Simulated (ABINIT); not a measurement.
# BP (F-43m): a self-consistent loop beyond G0W0, cycle by cycle

Wanted: G0W0 and self-consistent gaps of BP (F-43m), with the cost of the cycles.

Calculated with ABINIT 10.8.3; PBE and many-body steps on it, plane waves.

This is a report of a sequence of runs, with most program output left out.

## Step 1: The starting structure

It takes space group F-43m (No. 216, cubic). The conventional cell has a = 4.538 Å, b = 4.538 Å, c = 4.538 Å, α = 90.00°, β = 90.00°, γ = 90.00°. Nearest to B lie 4 P at 1.97 Å. Nearest to P lie 4 B at 1.97 Å. Farther neighbours are not listed.

The cell and positions come from the Crystallography Open Database and are kept as given unless a step says otherwise.

## Step 2: Empty states on the mesh, 4×4×4 mesh, 21 bands

This step: ABINIT 10.8.3; DFT, PBE, plane waves, norm-conserving pseudopotentials.

The sums over transitions need many empty states on a uniform mesh; this step solves for them.

Contents of run.abi:

```
acell 3*1.0 Angstrom
rprim 
  0.000000000000 2.269000000000 2.269000000000
  2.269000000000 0.000000000000 2.269000000000
  2.269000000000 2.269000000000 0.000000000000
ntypat 2
znucl 5 15
natom 2
typat 1 2
xred 
  0.000000000000 0.000000000000 0.000000000000
  0.250000000000 0.250000000000 0.250000000000
pp_dirpath "pseudos"
pseudos "B.upf, P.upf"
ecut 34
ngkpt 4 4 4
nshiftk 1
shiftk 0 0 0
kptopt 1
chksymbreak 0
iscf -2
irdden 1
istwfk *1
nband 21
nbdbuf 4
tolwfr 1e-09
nstep 60
prtvol 0
indata_prefix "in"
outdata_prefix "out"
tmpdata_prefix "tmp"
```

Started as:

```bash
$ OMP_NUM_THREADS=1 mpirun -n 4 abinit run.abi > log
```

Run time: 2.1 s. Hardware: 4 MPI ranks of Arm Neoverse V2, shared host; peak memory 0.07 GiB; 8 s of CPU time.

This step gave:

```
gap                                                           : 1.347 eV
k of the valence top                                          : 0, 0, 0
k of the conduction bottom                                    : 0.5, 0.5, 0
least direct gap                                              : 3.407 eV
k points computed                                             : 8
lowest point of the top converged band, above the valence top : 25.79 eV
```

On this mesh the gap is 1.347 eV.

The density comes from a self-consistent run that is not shown.

## Step 3: Screening, 4×4×4 mesh, 17 bands, screening to 87.1 eV

The RPA dielectric matrix is built and inverted for each q.

This step: RPA screening on PBE, plane waves, norm-conserving pseudopotentials.

run.abi: that of step 2 with these lines changed.

```diff
@@ -20,10 +20,11 @@
 chksymbreak 0
-iscf -2
-irdden 1
 istwfk *1
-nband 21
-nbdbuf 4
-tolwfr 1e-09
-nstep 60
-prtvol 0
+occopt 1
+irdwfk 1
+optdriver 3
+nband 17
+ecuteps 3.2
+inclvkb 2
+awtr 1
+symchi 1
 indata_prefix "in"
```

It took 2.2 s on 4 MPI ranks; peak memory 0.08 GiB.

Numbers from this step:

- ε∞ with local fields, on this mesh, along the program's q direction: 12.84
- the same without local fields: 13.90
- plasma frequency: 21.73 eV
- plane waves in the screening matrix: 51

Local fields lower ε∞ by 8 %. On a Γ-centred mesh this coarse the value itself is usually too large, while a short band sum pulls it down.

## Step 4: G0W0

The self-energy is evaluated for the states that the input lists, and the levels follow from it, in one-shot runs by the linearised quasiparticle equation.

This step: G0W0 on PBE, plane waves, norm-conserving pseudopotentials.

run.abi: that of step 3 with these lines changed.

```diff
@@ -23,8 +23,17 @@
 irdwfk 1
-optdriver 3
+optdriver 4
 nband 17
+gwcalctyp 0
+ecutsigx 34
+symsigma 1
+nkptgw 2
+kptgw 
+  0.0000000000 0.0000000000 0.0000000000
+  0.5000000000 0.5000000000 0.0000000000
+bdgw 
+  2 7
+  3 6
 ecuteps 3.2
-inclvkb 2
-awtr 1
-symchi 1
+irdscr 1
+ppmodel 1
 indata_prefix "in"
```

The job ended after 1.9 s (4 MPI ranks; peak memory 0.09 GiB; 7.1 s of CPU time).

Numbers from this step:

```
G0W0 gap on the points computed              : 1.860 eV
starting gap on the mesh                     : 1.347 eV
k of the valence top                         : 0, 0, 0
k of the conduction bottom                   : 0.5, 0.5, 0
Z at the valence top                         : 0.801
Z at the conduction bottom                   : 0.813
least direct G0W0 gap on the computed points : 4.203 eV
```

The gap on the mesh goes from 1.35 eV to 1.86 eV, a correction of +0.51 eV.

## Step 5: QSGW, cycle 1

This step: QSGW on PBE, plane waves, norm-conserving pseudopotentials.

run.abi: that of step 4 with these lines changed.

```diff
@@ -25,12 +25,24 @@
 nband 17
-gwcalctyp 0
+gwcalctyp 28
 ecutsigx 34
-symsigma 1
-nkptgw 2
+symsigma 0
+nkptgw 8
 kptgw 
   0.0000000000 0.0000000000 0.0000000000
+  0.2500000000 0.0000000000 0.0000000000
+  0.5000000000 0.0000000000 0.0000000000
+  0.2500000000 0.2500000000 0.0000000000
+  0.5000000000 0.2500000000 0.0000000000
+  -0.2500000000 0.2500000000 0.0000000000
   0.5000000000 0.5000000000 0.0000000000
+  -0.2500000000 0.5000000000 0.2500000000
 bdgw 
-  2 7
-  3 6
+  1 14
+  1 14
+  1 14
+  1 14
+  1 14
+  1 14
+  1 14
+  1 14
 ecuteps 3.2
```

Wall time 9.4 s (4 MPI ranks); peak memory 0.56 GiB; 37 s of CPU time.

Numbers from this step:

```yaml
quasiparticle_gap_on_the_mesh: 1.990 eV
gap_of_the_density_functional_on_the_mesh: 1.347 eV
k_of_the_valence_top: 0, 0, 0
k_of_the_conduction_bottom: 0.5, 0.5, 0
z_at_the_valence_top: 1
z_at_the_conduction_bottom: 1
least_direct_quasiparticle_gap_on_the_computed_points: 4.434 eV
```

Against G0W0 in ABINIT (4×4×4 mesh, 17 bands, screening to 87.1 eV, Godby-Needs plasmon pole), the gap moves by +0.130 eV.

## Step 6: Screening, 4×4×4 mesh, 17 bands, screening to 87.1 eV

This step: RPA screening on PBE, plane waves, norm-conserving pseudopotentials.

Contents of run.abi:

```
acell 3*1.0 Angstrom
rprim 
  0.000000000000 2.269000000000 2.269000000000
  2.269000000000 0.000000000000 2.269000000000
  2.269000000000 2.269000000000 0.000000000000
ntypat 2
znucl 5 15
natom 2
typat 1 2
xred 
  0.000000000000 0.000000000000 0.000000000000
  0.250000000000 0.250000000000 0.250000000000
pp_dirpath "pseudos"
pseudos "B.upf, P.upf"
ecut 34
ngkpt 4 4 4
nshiftk 1
shiftk 0 0 0
kptopt 1
chksymbreak 0
istwfk *1
occopt 1
irdwfk 1
optdriver 3
nband 17
ecuteps 3.2
inclvkb 2
awtr 1
symchi 1
gwcalctyp 28
mbpt_sciss 1.164 eV
nqptdm 1
qptdm 
  0 0 0
indata_prefix "in"
outdata_prefix "out"
tmpdata_prefix "tmp"
```

Run time: 1.7 s. Hardware: 4 MPI ranks; peak memory 0.09 GiB.

Numbers from this step:

```
ε∞ with local fields, on this mesh, along the program's q direction : 10.82
the same without local fields                                       : 11.61
plasma frequency                                                    : 21.73 eV
plane waves in the screening matrix                                 : 51
```

This screening uses the functional's bands under a rigid shift, the mean opening of the cycle before.

## Step 7: Screening, 4×4×4 mesh, 17 bands, screening to 87.1 eV

This step: RPA screening on PBE from quasiparticle energies and orbitals, plane waves, norm-conserving pseudopotentials.

run.abi: that of step 6 with these lines changed.

```diff
@@ -29,7 +29,13 @@
 symchi 1
+irdqps 1
 gwcalctyp 28
-mbpt_sciss 1.164 eV
-nqptdm 1
+nqptdm 7
 qptdm 
-  0 0 0
+  0.2500000000 0.0000000000 0.0000000000
+  0.5000000000 0.0000000000 0.0000000000
+  0.2500000000 0.2500000000 0.0000000000
+  0.5000000000 0.2500000000 0.0000000000
+  -0.2500000000 0.2500000000 0.0000000000
+  0.5000000000 0.5000000000 0.0000000000
+  -0.2500000000 0.5000000000 0.2500000000
 indata_prefix "in"
```

Contents of mrgscr.stdin:

```
2
merged
q0_SCR
out_SCR
1
```

Started as:

```bash
$ OMP_NUM_THREADS=1 mpirun -n 4 abinit run.abi > log; mrgscr < mrgscr.stdin
```

Elapsed: 2.1 s, on 4 MPI ranks; peak memory 0.08 GiB.

This step gave:

```yaml
plasma_frequency: 21.73 eV
plane_waves_in_the_screening_matrix: 51
```

This screening reads the quasiparticle levels of the cycle before.

## Step 8: QSGW, cycle 2

The corrected levels of the last cycle go back in.

This step: QSGW on PBE, plane waves, norm-conserving pseudopotentials.

run.abi: that of step 7 with these lines changed.

```diff
@@ -23,12 +23,10 @@
 irdwfk 1
-optdriver 3
+optdriver 4
 nband 17
-ecuteps 3.2
-inclvkb 2
-awtr 1
-symchi 1
-irdqps 1
 gwcalctyp 28
-nqptdm 7
-qptdm 
+ecutsigx 34
+symsigma 0
+nkptgw 8
+kptgw 
+  0.0000000000 0.0000000000 0.0000000000
   0.2500000000 0.0000000000 0.0000000000
@@ -40,2 +38,15 @@
   -0.2500000000 0.5000000000 0.2500000000
+bdgw 
+  1 14
+  1 14
+  1 14
+  1 14
+  1 14
+  1 14
+  1 14
+  1 14
+ecuteps 3.2
+irdscr 1
+ppmodel 1
+irdqps 1
 indata_prefix "in"
```

Started as:

```bash
$ OMP_NUM_THREADS=1 mpirun -n 4 abinit run.abi > log
```

Wall time 9.4 s (4 MPI ranks); peak memory 0.56 GiB; 37 s of CPU time.

This step gave:

```yaml
quasiparticle_gap_on_the_mesh: 2.127 eV
gap_of_the_density_functional_on_the_mesh: 1.347 eV
k_of_the_valence_top: 0, 0, 0
k_of_the_conduction_bottom: 0.5, 0.5, 0
least_direct_quasiparticle_gap_on_the_computed_points: 4.538 eV
```

Against the cycle before, the gap moves by +0.137 eV.

## Step 9: Screening, 4×4×4 mesh, 17 bands, screening to 87.1 eV

This step: RPA screening on PBE, plane waves, norm-conserving pseudopotentials.

Contents of run.abi:

```
acell 3*1.0 Angstrom
rprim 
  0.000000000000 2.269000000000 2.269000000000
  2.269000000000 0.000000000000 2.269000000000
  2.269000000000 2.269000000000 0.000000000000
ntypat 2
znucl 5 15
natom 2
typat 1 2
xred 
  0.000000000000 0.000000000000 0.000000000000
  0.250000000000 0.250000000000 0.250000000000
pp_dirpath "pseudos"
pseudos "B.upf, P.upf"
ecut 34
ngkpt 4 4 4
nshiftk 1
shiftk 0 0 0
kptopt 1
chksymbreak 0
istwfk *1
occopt 1
irdwfk 1
optdriver 3
nband 17
ecuteps 3.2
inclvkb 2
awtr 1
symchi 1
gwcalctyp 28
mbpt_sciss 1.275 eV
nqptdm 1
qptdm 
  0 0 0
indata_prefix "in"
outdata_prefix "out"
tmpdata_prefix "tmp"
```

Run time: 1.7 s. Hardware: 4 MPI ranks; peak memory 0.09 GiB.

This step gave:

```
ε∞ with local fields, on this mesh, along the program's q direction : 10.67
the same without local fields                                       : 11.43
plasma frequency                                                    : 21.73 eV
plane waves in the screening matrix                                 : 51
```

This screening uses the functional's bands under a rigid shift, the mean opening of the cycle before.

## Step 10: Screening, 4×4×4 mesh, 17 bands, screening to 87.1 eV

This step: RPA screening on PBE from quasiparticle energies and orbitals, plane waves, norm-conserving pseudopotentials.

run.abi: that of step 9 with these lines changed.

```diff
@@ -29,7 +29,13 @@
 symchi 1
+irdqps 1
 gwcalctyp 28
-mbpt_sciss 1.275 eV
-nqptdm 1
+nqptdm 7
 qptdm 
-  0 0 0
+  0.2500000000 0.0000000000 0.0000000000
+  0.5000000000 0.0000000000 0.0000000000
+  0.2500000000 0.2500000000 0.0000000000
+  0.5000000000 0.2500000000 0.0000000000
+  -0.2500000000 0.2500000000 0.0000000000
+  0.5000000000 0.5000000000 0.0000000000
+  -0.2500000000 0.5000000000 0.2500000000
 indata_prefix "in"
```

mrgscr.stdin is that of step 7.

Started as:

```bash
$ OMP_NUM_THREADS=1 mpirun -n 4 abinit run.abi > log; mrgscr < mrgscr.stdin
```

Elapsed: 2.1 s, on 4 MPI ranks; peak memory 0.08 GiB.

This step gave:

| Item | Value |
| --- | --- |
| plasma frequency | 21.73 eV |
| plane waves in the screening matrix | 51 |

This screening reads the quasiparticle levels of the cycle before.

## Step 11: QSGW, cycle 3

This step: QSGW on PBE, plane waves, norm-conserving pseudopotentials.

run.abi: that of step 10 with these lines changed.

```diff
@@ -23,12 +23,10 @@
 irdwfk 1
-optdriver 3
+optdriver 4
 nband 17
-ecuteps 3.2
-inclvkb 2
-awtr 1
-symchi 1
-irdqps 1
 gwcalctyp 28
-nqptdm 7
-qptdm 
+ecutsigx 34
+symsigma 0
+nkptgw 8
+kptgw 
+  0.0000000000 0.0000000000 0.0000000000
   0.2500000000 0.0000000000 0.0000000000
@@ -40,2 +38,15 @@
   -0.2500000000 0.5000000000 0.2500000000
+bdgw 
+  1 14
+  1 14
+  1 14
+  1 14
+  1 14
+  1 14
+  1 14
+  1 14
+ecuteps 3.2
+irdscr 1
+ppmodel 1
+irdqps 1
 indata_prefix "in"
```

Started as:

```bash
$ OMP_NUM_THREADS=1 mpirun -n 4 abinit run.abi > log
```

Elapsed: 9.4 s, on 4 MPI ranks; peak memory 0.56 GiB.

This step gave:

| Quantity | Value |
| --- | --- |
| quasiparticle gap on the mesh | 2.119 eV |
| gap of the density functional on the mesh | 1.347 eV |
| k of the valence top | 0, 0, 0 |
| k of the conduction bottom | 0.5, 0.5, 0 |
| least direct quasiparticle gap on the computed points | 4.558 eV |

Against the cycle before, the gap moves by −0.008 eV.

## Step 12: Side by side

Times are wall times on 4 MPI ranks of Arm Neoverse V2, shared host, good to a factor of about two. A run's time includes the screening step that it read.

```tsv
run	mesh	bands	screening cutoff (eV)	DFT gap (eV)	gap on the mesh (eV)	direct (eV)	ε∞ used	time
G0W0	4×4×4	17	87.1	1.347	1.860	4.203	12.84	4.1 s
QSGW, cycle 1	4×4×4	17	87.1	1.347	1.990	4.434	12.84	12 s
QSGW, cycle 2	4×4×4	17	87.1	1.347	2.127	4.538	10.82	13 s
QSGW, cycle 3	4×4×4	17	87.1	1.347	2.119	4.558	10.67	13 s
```

## Step 13: Outcome

```yaml
g0w0: 1.860 eV
qsgw_cycle_1: 1.990 eV
qsgw_cycle_2: 2.127 eV
qsgw_cycle_3: 2.119 eV
known_limits: not at the basis limit; coarse k mesh
```

**Reading.** Only the bands that the input lists are updated; the others, empty or deep, keep the functional's energies or take a rigid shift. QSGW ends at 2.12 eV, +0.26 eV from G0W0, after 3 cycles that took 36 s beside the first screening; the last moved the gap by 0.008 eV. Bands and cutoff are finite, so the gap is not at the basis limit. The miss can reach some tenths of an eV and take either sign; the mesh is an error of its own. A denser mesh or path gives a starting gap of 1.26 eV: the GW mesh misses a band edge, so its gaps are not the fundamental one. The 4×4×4 mesh is coarse for this cell, which bears on the long-range parts of exchange and screening. In the updated screening the q = 0 part is built from Kohn-Sham bands under a rigid shift, the other q from the quasiparticle levels.

[Paths, hosts, dates, memory and timing lines, banners, echoed tables and standing remarks are left out of the program output.]

[Logs are printed without paths, hosts, clocks, repeated set-up lines and the standing remarks that a program may print on its own settings, such as how far it seeks lower states.]

[Runs of the session that timed out or met a known fault of the program may be left out.]

[Hosts, paths, dates, database ids (printed as entryN), source tags and the programs' standing remarks are cut or masked in the printed files.]

[G0W0 gaps are taken among the corrected bands and points alone; a level outside them can change the order at an edge.]

[Where Ansatz stands beside ABINIT at settings called matched, ABINIT's density can come from a denser mesh and the files from another edition; pairs whose starting gaps differed by over 0.03 eV were left out, so agreement reads better than it is.]
